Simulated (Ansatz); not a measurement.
# Phonons of ZrBPt in the AlB2 type, part 3 of 3

The plan: relax ZrBPt in the AlB2 type, check its phonons, and, if the lattice is stable, compute its Eliashberg function and ρ(T).

Ansatz 0.2.0; DFT PBEsol, scalar-relativistic, plane waves, PAW; PAW set soft_1.

So far, highest frequency, solved or plainly interpolated (cm⁻¹): step 4 (phonons: q 2×2×2, k 6×6×4) 536; step 5 (k-mesh 6×6×6, q mesh 3×3×2) 524. Also lowest on path (cm⁻¹): step 4 -154; step 5 -178. The relaxed cell has a = 3.694, c = 3.766 Å (conventional setting).

The structure was built from a prototype and need not be the compound's stable phase.

## Step 6: Coupling and resistivity: q 3×3×2, k 6×6×6, scattering 12×12×8

Phonons, couplings and the Boltzmann equation in one run.

Input file input.yaml:

```yaml
crystal:
  lattice:
    - [3.6943534276, 0.0, 0.0]
    - [-1.8471767138, 3.1994039188, 0.0]
    - [0.0, 0.0, 3.7659784853]
  atoms:
    - { symbol: Zr, position: [0.0, 0.0, 0.0] }
    - { symbol: B, position: [0.3333333333, 0.6666666667, 0.5] }
    - { symbol: Pt, position: [0.6666666667, 0.3333333333, 0.5] }
kpoints:
  mp_grid: { grid: [6, 6, 6] }
hamiltonian:
  xc: pbesol
  pseudopotentials: { kind: paw, azcp: { folder: soft_1 }, xc_functional: pbe }
scf:
  occupations: { method: methfessel_paxton, width: 0.2 }
output:
  eigenvalues: true
phonons:
  method: dfpt
  qmesh: [3, 3, 2]
  temperatures: { t_max: 1000, t_step: 50 }
  qpath:
    path:
      - [[0.0, 0.0, 0.0], [0.5, 0.0, 0.0], [0.33333333, 0.33333333, 0.0], [0.0, 0.0, 0.0], [0.0, 0.0, 0.5], [0.5, 0.0, 0.5], [0.33333333, 0.33333333, 0.5], [0.0, 0.0, 0.5]]
      - [[0.5, 0.0, 0.5], [0.5, 0.0, 0.0]]
      - [[0.33333333, 0.33333333, 0.5], [0.33333333, 0.33333333, 0.0]]
    npoints: 10
  electrical_resistivity:
    mesh: [12, 12, 8]
    temperatures: [20.0, 50.0, 77.0, 100.0, 150.0, 200.0, 300.0, 400.0, 600.0, 800.0]
```

Run with:

```sh
$ ansatz run input.yaml --threads 4 --pin off --max-ram 12288MiB --backend cpu --events-out ev --progress --plain --runs-dir out
```

Log:

```text
[the first part of the log is left out]
  E_vxc        = -493.220213  (∫ρ·V_xc dr)
  E_paw        = -12330.927649  (= ΣΔE_a)
  E_vpaw       = -419.343986  (= ΣTr[D̂ρ^β])
  E_aug_tail   = 0.001105  (compensation charges beyond the density's cutoff)
  E_ewald      = -3572.241966
  E_core_change = 0.467463  (= ΣΔE_core)
  E_smearing   = -0.010712  (= −TS)
  E_closure    = -0.000000  (closes the sum)
  Σ components = -16668.562582   (vs F -16668.562582, Δ=0.00e0)
--- Band table (eV; the first three rows and the last of 28) ---
  k-point 0: bands = ["-82.3205", "-36.5141", "-36.5141", "-36.2967", "-32.1475", "-10.1558", "-10.1145", "-10.1145", "6.4076", "10.9864", "10.9864", "11.3718", "13.1111", "13.1111", "16.8533", "17.0419", "17.0419", "17.2718", "19.5290", "19.5290", "22.5143"]
  k-point 1: bands = ["-82.3205", "-36.5140", "-36.5140", "-36.2995", "-32.1434", "-10.1967", "-10.1126", "-10.1126", "6.6840", "10.8821", "10.8821", "11.5520", "13.0207", "13.0207", "15.9451", "17.2126", "17.2126", "17.7939", "19.8222", "19.8222", "22.3729"]
  k-point 2: bands = ["-82.3204", "-36.5137", "-36.5137", "-36.3050", "-32.1353", "-10.2773", "-10.1088", "-10.1088", "7.3247", "10.7220", "10.7220", "11.8637", "12.7434", "12.7434", "14.7292", "17.9946", "17.9946", "18.6096", "19.9932", "19.9932", "21.9936"]
  k-point 27: bands = ["-82.3202", "-36.5237", "-36.5230", "-36.3009", "-32.1233", "-10.2530", "-10.2513", "-10.2295", "9.2194", "11.1139", "11.8121", "12.4335", "12.7290", "13.9033", "14.4783", "15.0013", "16.1695", "16.1819", "19.8837", "21.8620", "22.4826"]
--- Phonons (Γ-DFPT): 6 representative perturbations + reference (Σ response iterations 22) ---
  ASR residual: 1.518e-5 → 0.000e0 eV/Å²; symmetrization residual: 4.554e-7 eV/Å²
  ASR residual per site (eV/Å²): 1.31e-5 6.68e-6 1.52e-5
  Γ frequencies (cm⁻¹): 0.00 0.00 0.00 31.19 115.55 115.55 145.19 504.55 504.55
--- Phonons (arbitrary-q DFPT): 6 irreducible q on the 3×3×2 mesh ---
  q = [0.0000, 0.0000, 0.0000] (star 1, of the zone-centre solve; hermiticity 7.79e-8, symmetrization 7.49e-13): -0.00 0.00 0.00 31.19 115.55 115.55 145.19 504.55 504.55
  q = [0.0000, 0.0000, -0.5000] (star 1, 6 solved perturbations in 240 linear systems a pass and spin channel, the states on 52 of 216 k-point pairs; hermiticity 4.06e-8, symmetrization 1.02e-12): -142.04 84.26 84.26 93.30 93.30 122.08 182.18 490.65 490.65
  q = [0.0000, 0.3333, 0.0000] (star 6, 9 solved perturbations on 84 of 216 k-point pairs; hermiticity 6.91e-8, symmetrization 1.55e-14): -164.50 32.93 65.49 72.12 106.01 122.44 137.29 496.31 520.37
  q = [0.0000, 0.3333, -0.5000] (star 6, 9 solved perturbations on 84 of 216 k-point pairs; hermiticity 1.05e-7, symmetrization 2.73e-14): -136.55 18.47 72.34 86.73 125.68 174.74 174.98 490.85 518.60
  q = [0.3333, 0.3333, 0.0000] (star 2, 6 solved perturbations in 372 linear systems a pass and spin channel, the states on 84 of 216 k-point pairs; hermiticity 4.35e-8, symmetrization 5.36e-9): -144.99 -90.68 -49.50 85.41 92.49 112.11 142.68 482.35 521.92
  q = [0.3333, 0.3333, -0.5000] (star 2, 6 solved perturbations in 372 linear systems a pass and spin channel, the states on 84 of 216 k-point pairs; hermiticity 1.51e-7, symmetrization 2.50e-9): -113.44 -105.25 -57.43 110.26 153.44 154.67 155.50 495.31 510.02
  sum rule: each row above includes the acoustic sum rule's correction from the zone centre's row sums; it moved no ω² by more than (0.41 cm⁻¹)²
  mesh force constants: q→R imaginary residual 0.00e0; ASR residual 1.518e-5 → 0.000e0 eV/Å²; symmetrization residual 5.329e-15 eV/Å²
  interpolated dispersion: 93 rows × 9 modes
  density of states and harmonic sums: on the 21×21×16 q-mesh, interpolated from the force constants of a 3×3×2 supercell (no non-analytic term)
  largest difference from the sums on the solved wave vectors: F 1.92e-2 eV, S 2.62e-5 and C_V 6.93e-6 eV/K
  zero-point energy: 0.097219 eV/cell   skipped modes (ω ≤ 0): 696, of them read as no rigid motion or as one in doubt: 693 (1.636e0 modes/cell left out, lowest -178.08 cm⁻¹)   left out of the sums: 1.82e-1 of the cell's modes: C_V's classical limit lies that fraction below 3 k_B per atom; for a crystal, a wire or a layer, F and S can be off by more, and a phonons.interpolated_qmesh denser along its periods is the remedy for the sampling
Error: electrical resistivity: the mode of lowest frequency at the wavevector [0.0000, -0.5000, 0.0000] is imaginary, -178.30 cm⁻¹ (written negative): the force constants describe an unstable lattice; relax the structure, enlarge phonons.supercell (under dfpt, kpoints.mp_grid), or, with a block electrical_resistivity or superconductivity, name a file of force constants under which the crystal is stable (phonons.electron_phonon_force_constants)
The harmonic force constants that this run solved are whole in <dir>
```

Elapsed: 88 s, on 4 threads of Arm Neoverse V1, shared host; peak memory 0.56 GiB.

The run ended with an error.

The program's message: “electrical resistivity: the mode of lowest frequency at the wavevector [0.0000, -0.5000, 0.0000] is imaginary, -178.30 cm⁻¹ (written negative): the force constants describe an unstable lattice; relax …”

The run stops because a mode is imaginary on the scattering mesh, where no scattering rate is defined; denser k meshes, other smearings and, between solved wavevectors, finer q meshes show whether the instability is real.

## Step 7: Results

| Property | Result |
| --- | --- |
| phonon run of the rows without a label of their own | PBEsol, q 3×3×2, k 6×6×6 |
| softest mode on the q mesh | -164 cm⁻¹ at q = (0, -0.333, 0) |
| highest frequency, solved or plainly interpolated | 524 cm⁻¹ |

In words: The lattice is dynamically unstable at this level: a mode at q = (0, -0.333, 0) is imaginary, 164i cm⁻¹, so no harmonic coupling constant or resistivity is defined for this structure. These meshes are coarse, and single modes of a metal can move by tens of cm⁻¹ with the k mesh. Spin–orbit coupling, left out here, matters for Pt. The phonon runs are not spin-polarised. The PAW files were made for PBE; under other functionals the run regenerates their frozen core. The structure was built by hand as an ordered model, and its stability against other phases was not tested.

[Logs are printed without paths, hosts, clocks, repeated set-up lines and the standing remarks that a program may print on its own settings, such as how far it seeks lower states.]

[Hosts, paths, dates, database ids (printed as entryN), source tags and the programs' standing remarks are cut or masked in the printed files.]
